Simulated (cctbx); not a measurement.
# GdHoCu8Ni9 with cctbx, script by script

Library: cctbx 2025.11. The data are simulated by the first script.

## 1. Simulate the data

run.py:

```python
from cctbx import adptbx, crystal, miller, sgtbx, xray
from cctbx.array_family import flex
from iotbx.shelx import hklf
from scitbx import matrix
import scitbx.random

cs = crystal.symmetry(unit_cell=(8.683, 8.683, 8.16, 90, 90, 120), space_group_symbol='Hall: -P 6c 2c')  # P6_3/mmc
atoms = [  # label, site, U (iso, or U11 U22 U33 U12 U13 U23 in A^2), occupancy
    ("Ho1", (2/3, 1/3, 0.25), (0.0043, 0.0043, 0.0049, 0.0021, -0.0000, 0.0000), 1),
    ("Gd1", (0, 0, 0.75), (0.0033, 0.0033, 0.0034, 0.0016, -0.0000, -0.0000), 1),
    ("Cu1", (2/3, 1/3, 0.8892), (0.0051, 0.0051, 0.0040, 0.0026, 0.0000, 0.0000), 1),
    ("Cu2", (0.3702, 0.0455, 0.75), (0.0048, 0.0050, 0.0044, 0.0022, 0.0000, 0.0000), 1),
    ("Ni1", (0, 0.5, 0.5), (0.0043, 0.0038, 0.0037, 0.0022, -0.0004, -0.0002), 1),
    ("Ni2", (0.83195, 0.6639, 0.0198), (0.0047, 0.0041, 0.0048, 0.0020, 0.0001, 0.0002), 1),
]
xs = xray.structure(crystal_symmetry=cs)
for label, site, u, occ in atoms:
    u = adptbx.u_cif_as_u_star(cs.unit_cell(), u) if isinstance(u, tuple) else u
    xs.add_scatterer(xray.scatterer(label, site=site, u=u, occupancy=occ))
xs.set_inelastic_form_factors(0.71073, "sasaki")
xs.show_summary()
p1 = xs.expand_to_p1()
ms = miller.build_set(p1, anomalous_flag=True, d_min=0.7)
flex.set_random_seed(756936)
scitbx.random.set_random_seed(756936)
ms = ms.select(flex.random_double(ms.size()) < 0.95)
i = ms.structure_factors_from_scatterers(p1, algorithm="direct").f_calc().as_intensity_array().data()
i = i * 20000 / flex.max(i)
sig = flex.sqrt(i + flex.pow2(0.04 * i) + 4 ** 2)
noise = scitbx.random.variate(scitbx.random.normal_distribution())(i.size())
data = ms.array(data=i + sig * noise, sigmas=sig).set_observation_type_xray_intensity()
with open("data.hkl", "w") as f:
    data.export_as_shelx_hklf(f)
print("reflections written:", data.size(), " <I/sigma> = %.1f" % flex.mean(data.data() / data.sigmas()))
for h, a, b in list(data.sort("data"))[:12]:
    print("%4d%4d%4d %9.1f %7.1f" % (h + (a, b)))
```

```console
$ python run.py
```

```text
Number of scatterers: 6
At special positions: 6
Unit cell: (8.683, 8.683, 8.16, 90, 90, 120)
Space group: P 63/m m c (No. 194)
reflections written: 6185  <I/sigma> = 8.6
   0   0  -4   21335.4   812.4
   0   0   4   20555.1   812.4
   6  -6   0   12943.3   489.8
   4  -2   0   12834.8   506.0
  -6   6   0   12381.1   489.8
  -2   4   0   12356.6   506.0
   2  -4   0   12178.4   506.0
  -4   2   0   12139.0   506.0
  -6   0   0   11911.6   489.8
  -2  -2   0   11424.9   506.0
   0  -6   0   11323.5   489.8
   3  -3  -2   11255.1   437.6
```

Run time: 0.4 s on 1 thread of Arm Neoverse N1 (shared host), peak memory 0.07 GiB.

## 2. Symmetry

run.py:

```python
from cctbx import crystal, sgtbx, statistics
from cctbx.array_family import flex
from iotbx.shelx import hklf

p1 = crystal.symmetry(unit_cell=(8.683, 8.683, 8.16, 90, 90, 120), space_group_symbol="P 1")
raw = hklf.reader(file_name="data.hkl").as_miller_arrays(crystal_symmetry=p1, anomalous=True)[0]
print(raw.size(), "reflections to d = %.3f A" % raw.d_min())
isig = raw.data() / raw.sigmas()
print("centring   violations  <I/sigma> of those")
best = "P"
for c in "ABCIRF":
    a = raw.customized_copy(space_group_info=sgtbx.space_group_info("Hall: %s 1" % c)).sys_absent_flags().data()
    m = flex.mean(isig.select(a))
    print("%5s %10d of %5d %8.1f" % (c, (isig.select(a) > 4).count(True), a.count(True), m))
    if (isig.select(a) > 4).count(True) < 0.01 * a.count(True):
        best = c
raw = raw.select(~raw.customized_copy(space_group_info=sgtbx.space_group_info("Hall: %s 1" % best)).sys_absent_flags().data())
isig = raw.data() / raw.sigmas()
rows = []
for s in sgtbx.space_group_symbol_iterator():
    g = sgtbx.space_group(s)
    if g.conventional_centring_type_symbol() != best or not g.is_compatible_unit_cell(p1.unit_cell(), 1e-3, 0.02):
        continue
    rows.append((s, g))
print("Laue class    unique    Rint  (classes that these axes allow; Friedel mates merged)")
rint = {}
for s, g in rows:
    laue = g.build_derived_patterson_group()
    key = laue.type().hall_symbol()
    if key not in rint:
        m = raw.customized_copy(space_group_info=laue.info(), anomalous_flag=False).merge_equivalents()
        rint[key] = m.r_int()
        print("%-14s %6d %7.3f" % (laue.type().lookup_symbol(), m.array().size(), m.r_int()))
floor = min(rint.values())
good = [(s, g) for s, g in rows if rint[g.build_derived_patterson_group().type().hall_symbol()] < 2 * floor + 0.03]
top = max(g.build_derived_patterson_group().order_z() for s, g in good)
print("space group    extra absences  I>4sigma  <I/sigma>")
for s, g in good:
    laue = g.build_derived_patterson_group()
    if laue.order_z() != top:
        continue
    a = raw.customized_copy(space_group_info=g.info()).sys_absent_flags().data()
    a &= ~raw.customized_copy(space_group_info=laue.info()).sys_absent_flags().data()
    bad = (isig.select(a) > 4).count(True)
    if bad <= 0.03 * a.count(True):
        print("%-16s %8d %10d %9s  %s" % (s.universal_hermann_mauguin(), a.count(True), bad, "%.1f" % flex.mean(isig.select(a)) if a.count(True) else "-", "centric" if g.is_centric() else "acentric"))
laue = max(good, key=lambda t: t[1].build_derived_patterson_group().order_z())[1].build_derived_patterson_group()
f = raw.customized_copy(space_group_info=laue.info(), anomalous_flag=False).merge_equivalents().array().eliminate_sys_absent().f_sq_as_f()
f.set_observation_type_xray_amplitude()
bins = max(3, min(8, f.size() // 12))
f.setup_binner(n_bins=bins)
w = statistics.wilson_plot(f, {e: n / laue.order_z() for e, n in {'Ho': 2.0, 'Gd': 2.0, 'Cu': 16.0, 'Ni': 18.0}.items()}, e_statistics=True)
print("Wilson B = %.2f A^2   <|E^2-1|> = %.3f (0.968 centric, 0.736 acentric)   E^2>4: %.1f %%" % (w.wilson_b, w.mean_e_sq_minus_1, w.percent_e_sq_gt_2))
print("shell (A)         n   <I/sigma>")
m = raw.customized_copy(space_group_info=laue.info(), anomalous_flag=False).merge_equivalents().array().eliminate_sys_absent()
for b in m.setup_binner(n_bins=bins).range_used():
    sel = m.binner().selection(b)
    print("%5.2f - %4.2f %6d %8.1f" % (min(m.binner().bin_d_range(b)[0] if m.binner().bin_d_range(b)[0] > 0 else 99, 99), m.binner().bin_d_range(b)[1], sel.count(True), flex.mean((m.data() / m.sigmas()).select(sel))))
```

```console
$ python run.py
```

```text
6185 reflections to d = 0.700 A
centring   violations  <I/sigma> of those
    A       2011 of  3073      8.6
    B       2022 of  3057      8.6
    C       2065 of  3102      8.6
    I       2027 of  3063      8.6
    R       2669 of  4129      8.6
    F       3049 of  4616      8.6
Laue class    unique    Rint  (classes that these axes allow; Friedel mates merged)
P -1             3249   0.033
P 1 1 2/m        1740   0.039
P -3             1095   0.043
P -3 1 m          609   0.044
P -3 m 1          648   0.044
P 6/m             588   0.045
P 6/m m m         375   0.045
space group    extra absences  I>4sigma  <I/sigma>
P 6 2 2                 0          0         -  acentric
P 63 2 2               12          0      -0.1  acentric
P 6 m m                 0          0         -  acentric
P 63 m c              299          0      -0.0  acentric
P -6 m 2                0          0         -  acentric
P -6 2 m                0          0         -  acentric
P -6 2 c              299          0      -0.0  acentric
P 6/m m m               0          0         -  centric
P 63/m m c            299          0      -0.0  centric
Wilson B = 0.28 A^2   <|E^2-1|> = 0.991 (0.968 centric, 0.736 acentric)   E^2>4: 4.9 %
shell (A)         n   <I/sigma>
 8.16 - 1.40     63     34.5
 1.40 - 1.11     47     37.1
 1.11 - 0.97     46     30.8
 0.97 - 0.88     45     34.0
 0.88 - 0.82     45     30.5
 0.82 - 0.77     45     35.2
 0.77 - 0.73     41     26.2
 0.73 - 0.70     43     31.6
```

Time: 0.44 s.

## 3. Patterson map

run.py:

```python
from cctbx import crystal, maptbx
from iotbx.shelx import hklf

cs = crystal.symmetry(unit_cell=(8.683, 8.683, 8.16, 90, 90, 120), space_group_symbol='Hall: -P 6c 2c')  # P6_3/mmc
raw = hklf.reader(file_name="data.hkl").as_miller_arrays(crystal_symmetry=cs, anomalous=True)[0]
merged = raw.eliminate_sys_absent().merge_equivalents()
fo2 = merged.array().set_observation_type_xray_intensity()
f = fo2.average_bijvoet_mates().f_sq_as_f()
pm = f.patterson_map(symmetry_flags=maptbx.use_space_group_symmetry, sharpening=False, resolution_factor=0.25)
peaks = pm.peak_search(parameters=maptbx.peak_search_parameters(min_distance_sym_equiv=0.4, max_clusters=14)).all()
top = peaks.heights()[0]
print("Patterson group", f.patterson_symmetry().space_group_info())
print("      u       v       w   height  length (A)")
for x, h in zip(peaks.sites(), peaks.heights()):
    y = [t - round(t) for t in x]
    print("%7.3f %7.3f %7.3f %8.1f %8.2f" % (x + (1000 * h / top, cs.unit_cell().length(y))))
```

```console
$ python run.py
```

```text
Patterson group P 6/m m m
      u       v       w   height  length (A)
  0.000   0.000   0.000   1000.0     0.00
  0.333   0.667   0.500    720.7     6.46
  0.333   0.667   0.000    438.3     5.01
  0.000   0.000   0.500    417.0     4.08
  0.000   0.500   0.259    305.5     4.83
  0.167   0.333   0.244    286.3     3.20
  0.000   0.355   0.000    184.2     3.08
  0.000   0.306   0.500    184.0     4.87
  0.000   0.500   0.000    168.3     4.34
  0.000   0.000   0.367    162.4     2.99
  0.333   0.667   0.135    154.3     5.13
  0.166   0.332   0.500    153.3     4.79
  0.166   0.333   0.000    126.1     2.50
  0.000   0.500   0.500    114.0     5.96
```

Time: 0.38 s.

## 4. Charge flipping

run.py:

```python
import itertools
from cctbx import crystal, maptbx
from cctbx.array_family import flex
from iotbx.shelx import hklf
from smtbx.ab_initio import charge_flipping as cf

cs = crystal.symmetry(unit_cell=(8.683, 8.683, 8.16, 90, 90, 120), space_group_symbol='Hall: -P 6c 2c')  # P6_3/mmc
raw = hklf.reader(file_name="data.hkl").as_miller_arrays(crystal_symmetry=cs, anomalous=True)[0]
merged = raw.eliminate_sys_absent().merge_equivalents()
fo2 = merged.array().set_observation_type_xray_intensity()
f = fo2.average_bijvoet_mates().f_sq_as_f().resolution_filter(d_min=0.7)
p1 = f.expand_to_p1()
p1.setup_binner_counting_sorted(reflections_per_bin=max(40, p1.size() // 12))
work = p1.array(data=p1.data() / p1.amplitude_quasi_normalisations().data())
flex.set_random_seed(13798)
it = cf.weak_reflection_improved_iterator(delta=None, weak_reflection_fraction=0.2)
it.start(work, phases=flex.random_double(p1.size()) * 6.2832, f_000=0)
it.delta = 0.9 * it.rho_map.sigma()
print("cycle      R  skewness")
for n, st in enumerate(itertools.islice(it, 300)):
    if n % 25 == 0:
        print("%5d %6.3f %8.2f" % (n, st.r1_factor(), st.rho_map.skewness()))
rho = p1.phase_transfer(it.f_calc).fft_map().apply_volume_scaling()
polish = cf.low_density_elimination_iterator(constant_rho_c=rho.sigma())
polish.start(f_obs=p1, phases=it.f_calc, f_000=0)
for _ in range(8):
    next(polish)
print("origin shift          correlation  skewness")
maps = []
for fc, shift, cc in itertools.islice(cf.f_calc_symmetrisations(f, polish.f_calc, 0), 4):
    m = f.phase_transfer(fc).fft_map(symmetry_flags=maptbx.use_space_group_symmetry, resolution_factor=0.25).apply_sigma_scaling()
    maps.append((m.skewness(), cc, m))
    print("%6.3f %6.3f %6.3f %10.3f %9.2f" % (tuple(shift) + (cc, m.skewness())))
skew, cc, m = max((t for t in maps if t[1] > maps[0][1] - 0.04), key=lambda t: t[0])
print("taken: symmetry correlation %.3f, skewness %.2f" % (cc, skew))
peaks = m.peak_search(parameters=maptbx.peak_search_parameters(min_distance_sym_equiv=0.9, max_clusters=11)).all()
sps = cs.special_position_settings(min_distance_sym_equiv=0.5)
print("peak      x       y       z  mult  height/sigma")
for k, (x, h) in enumerate(zip(peaks.sites(), peaks.heights())):
    ss = sps.site_symmetry(x)
    print("Q%-3d %7.4f %7.4f %7.4f %4d %8.1f" % ((k + 1,) + tuple(t % 1 for t in ss.exact_site()) + (ss.multiplicity(), h)))
```

```console
$ python run.py
```

```text
cycle      R  skewness
    0  0.638     0.47
   25  0.482     3.28
   50  0.361     6.08
   75  0.305     5.77
  100  0.299     5.65
  125  0.294     5.62
  150  0.296     5.64
  175  0.300     5.56
  200  0.301     5.60
  225  0.297     5.53
  250  0.303     5.59
  275  0.302     5.61
origin shift          correlation  skewness
 0.317  0.373  0.108      0.893      0.44
-0.015  0.707  0.109      0.885      0.35
-0.014  0.708  0.359      0.883      0.21
 0.327  0.046  0.109      0.867      0.59
taken: symmetry correlation 0.867, skewness 0.59
peak      x       y       z  mult  height/sigma
Q1    0.0575  0.3352  0.0783   24      4.2
Q2    0.2078  0.5442  0.0104   24      3.9
Q3    0.3333  0.6667  0.5755    4      3.7
Q4    0.1595  0.4926  0.1231   24      3.7
Q5    0.0122  0.1845  0.1202   24      3.5
Q6    0.0000  0.1191  0.0000   12      3.4
Q7    0.1232  0.2465  0.2500    6      3.1
Q8    0.3333  0.6667  0.1559    4      3.1
Q9    0.1559  0.5092  0.6269   24      2.9
Q10   0.0000  0.0000  0.0000    2      2.7
Q11   0.1602  0.4537  0.2500   12      2.6
```

Time: 1.6 s.

## 5. Charge flipping

run.py, as its changes from the last script of this kind:

```diff
@@ -13,3 +13,2 @@
-p1.setup_binner_counting_sorted(reflections_per_bin=max(40, p1.size() // 12))
-work = p1.array(data=p1.data() / p1.amplitude_quasi_normalisations().data())
-flex.set_random_seed(13798)
+work = p1
+flex.set_random_seed(13799)
@@ -20,2 +19,2 @@
-for n, st in enumerate(itertools.islice(it, 300)):
-    if n % 25 == 0:
+for n, st in enumerate(itertools.islice(it, 600)):
+    if n % 50 == 0:
```

```console
$ python run.py
```

```text
cycle      R  skewness
    0  0.629     0.34
   50  0.473     2.24
  100  0.489     2.66
  150  0.463     4.35
  200  0.319     5.88
  250  0.301     5.69
  300  0.302     5.78
  350  0.299     5.68
  400  0.297     5.68
  450  0.310     5.75
  500  0.298     5.66
  550  0.303     5.67
origin shift          correlation  skewness
 0.899  0.753  0.337      0.843      3.05
 0.900  0.752  0.087      0.836      2.47
 0.222  0.602  0.003      0.885      0.75
 0.273  0.420  0.087      0.840      1.60
taken: symmetry correlation 0.843, skewness 3.05
peak      x       y       z  mult  height/sigma
Q1    0.3333  0.6667  0.5575    4     16.8
Q2    0.0000  0.0000  0.0626    4      9.2
Q3    0.1652  0.3304  0.1626   12      7.0
Q4    0.3333  0.6667  0.0815    4      6.0
Q5    0.0156  0.5078  0.6784   12      5.0
Q6    0.0438  0.3794  0.0505   24      4.2
Q7    0.0000  0.0000  0.2500    2      3.9
Q8    0.1718  0.3435  0.6571   12      3.4
Q9    0.2121  0.5390  0.2500   12      2.4
Q10   0.1648  0.5087  0.1134   24      2.1
Q11   0.0200  0.2800  0.5625   24      1.7
```

Time: 2 s.

## 6. Refinement (model from the peaks)

run.py:

```python
import math
from cctbx import adptbx, crystal, maptbx, sgtbx, xray
from cctbx.array_family import flex
from cctbx.xray import observations
from iotbx.shelx import hklf
from scitbx.lstbx import normal_eqns_solving
from smtbx import absolute_structure, utils
from smtbx.refinement import constraints, least_squares

cs = crystal.symmetry(unit_cell=(8.683, 8.683, 8.16, 90, 90, 120), space_group_symbol='Hall: -P 6c 2c')  # P6_3/mmc
atoms = [  # label, site, U (iso, or U11 U22 U33 U12 U13 U23 in A^2), occupancy
    ("Cu1", (0.3333, 0.6667, 0.5575), 0.0200, 1),
    ("Cu2", (0.1652, 0.3304, 0.1626), 0.0200, 1),
    ("Ni1", (0.3333, 0.6667, 0.0815), 0.0200, 1),
]
xs = xray.structure(crystal_symmetry=cs)
for label, site, u, occ in atoms:
    u = adptbx.u_cif_as_u_star(cs.unit_cell(), u) if isinstance(u, tuple) else u
    xs.add_scatterer(xray.scatterer(label, site=site, u=u, occupancy=occ))
xs.set_inelastic_form_factors(0.71073, "sasaki")
raw = hklf.reader(file_name="data.hkl").as_miller_arrays(crystal_symmetry=cs, anomalous=True)[0]
merged = raw.eliminate_sys_absent().merge_equivalents()
fo2 = merged.array().set_observation_type_xray_intensity()
print("Rint %.3f, %d unique reflections to %.2f A" % (merged.r_int(), fo2.size(), fo2.d_min()))
for sc in xs.scatterers():
    sc.flags.set_grad_site(True)
    sc.flags.set_grad_u_aniso(sc.flags.use_u_aniso())
    sc.flags.set_grad_u_iso(sc.flags.use_u_iso())
obs = fo2.as_xray_observations()
extra = {}
rep = constraints.reparametrisation(xs, [], utils.connectivity_table(xs), **extra)
ls = least_squares.crystallographic_ls(obs, rep, weighting_scheme=least_squares.mainstream_shelx_weighting(a=0, b=0))
print("cycle     R1     wR2    GooF  max shift (A)")
for cycle in range(6):
    ls.build_up()
    r1, wr2, goof = ls.r1_factor(cutoff_factor=2)[0], ls.wR2(), ls.goof()
    old = xs.sites_cart()
    normal_eqns_solving.levenberg_marquardt_iterations(ls, n_max_iterations=3, tau=0.0001, step_threshold=1e-7)
    big = flex.max((xs.sites_cart() - old).norms())
    print("%4d %7.4f %7.4f %7.3f %9.5f" % (cycle + 1, r1, wr2, goof, big))
    ls.build_up(objective_only=True)
    if abs(ls.wR2() - wr2) < 5e-5 and big < 5e-4:
        break
ls.build_up()
print("final R1 %.4f wR2 %.4f GooF %.3f  parameters %d  data/parameter %.1f" % (ls.r1_factor(cutoff_factor=2)[0], ls.wR2(), ls.goof(), ls.n_parameters, fo2.size() / ls.n_parameters))
cov = ls.covariance_matrix_and_annotations()
su = dict(zip(cov.annotations, (math.sqrt(max(v, 0)) for v in cov.matrix.matrix_packed_u_diagonal())))
a2 = cs.unit_cell().reciprocal_parameters()[0] ** -2
print("atom        x        y        z      Ueq    occ   su(xyz)  su(Uiso or U11)")
for sc in xs.scatterers():
    s = max(su.get(sc.label + k, 0) for k in (".x", ".y", ".z"))
    npd = "" if sc.is_positive_definite_u(cs.unit_cell()) else "  NPD"
    print("%-5s %8.5f %8.5f %8.5f %8.4f %6.3f %8.5f %7.4f%s" % ((sc.label,) + sc.site + (sc.u_iso_or_equiv(cs.unit_cell()), sc.occupancy, s, su.get(sc.label + ".uiso", su.get(sc.label + ".u11", 0) * a2), npd)))
fo = fo2.f_sq_as_f()
fc = fo.structure_factors_from_scatterers(xs, algorithm="direct").f_calc()
diff = fo.f_obs_minus_f_calc(1 / math.sqrt(ls.scale_factor()), fc).average_bijvoet_mates()
m = diff.fft_map(symmetry_flags=maptbx.use_space_group_symmetry, resolution_factor=0.25).apply_volume_scaling()
print("difference map: max %.2f min %.2f rms %.2f" % (m.statistics().max(), m.statistics().min(), m.statistics().sigma()))
peaks = m.peak_search(parameters=maptbx.peak_search_parameters(min_distance_sym_equiv=0.6, max_clusters=8)).all()
near = xs.closest_distances(peaks.sites(), distance_cutoff=4)
sps = cs.special_position_settings(min_distance_sym_equiv=0.5)
for k, (x, h) in enumerate(zip(peaks.sites(), peaks.heights())):
    ss = sps.site_symmetry(x)
    print("Q%-3d %7.4f %7.4f %7.4f %4d %7.2f  %.2f A from %s" % ((k + 1,) + tuple(t % 1 for t in ss.exact_site()) + (ss.multiplicity(), h, near.smallest_distances[k], xs.scatterers()[near.i_seqs[k]].label)))
```

```console
$ python run.py
```

```text
Rint 0.045, 344 unique reflections to 0.70 A
cycle     R1     wR2    GooF  max shift (A)
   1  0.8616  0.9833  44.770   0.18848
   2  0.8201  0.9718  44.246   0.05359
   3  0.8184  0.9703  44.180   0.04598
   4  0.8148  0.9693  44.130   0.21632
   5  0.8004  0.9656  43.962   0.05485
   6  0.8012  0.9653  43.950   0.03778
final R1 0.8013 wR2 0.9645 GooF 43.914  parameters 7  data/parameter 49.1
atom        x        y        z      Ueq    occ   su(xyz)  su(Uiso or U11)
Cu1    0.33333  0.66667  0.50141   0.0001  1.000  0.02294  0.0269
Cu2    0.16181  0.32362  0.20804   0.0001  1.000  0.01007  0.0115
Ni1    0.33333  0.66667  0.05567   0.0001  1.000  0.02257  0.0299
difference map: max 561.03 min -335.09 rms 35.52
Q1    0.3333  0.6667  0.0154    4  599.82  0.14 A from Cu1
Q2    0.0000  0.0000  0.0000    2  351.94  2.97 A from Cu2
Q3    0.1629  0.3259  0.2050   12  324.04  0.03 A from Cu2
Q4    0.3333  0.6667  0.6599    4  244.78  1.29 A from Cu1
Q5    0.9851  0.4926  0.2500    6  176.99  2.62 A from Cu2
Q6    0.0000  0.0000  0.1593    4  159.62  2.47 A from Cu2
Q7    0.1693  0.3385  0.7500    6  156.97  2.51 A from Cu2
Q8    0.3333  0.6667  0.1853    4  125.35  1.06 A from Ni1
```

It took 0.7 s on 1 thread of Arm Neoverse N1 (shared host), peak memory 0.09 GiB.

Figures of merit this high mean that the model is still wrong or incomplete.

[Logs are printed without paths, hosts, clocks, repeated set-up lines and the standing remarks that a program may print on its own settings, such as how far it seeks lower states.]
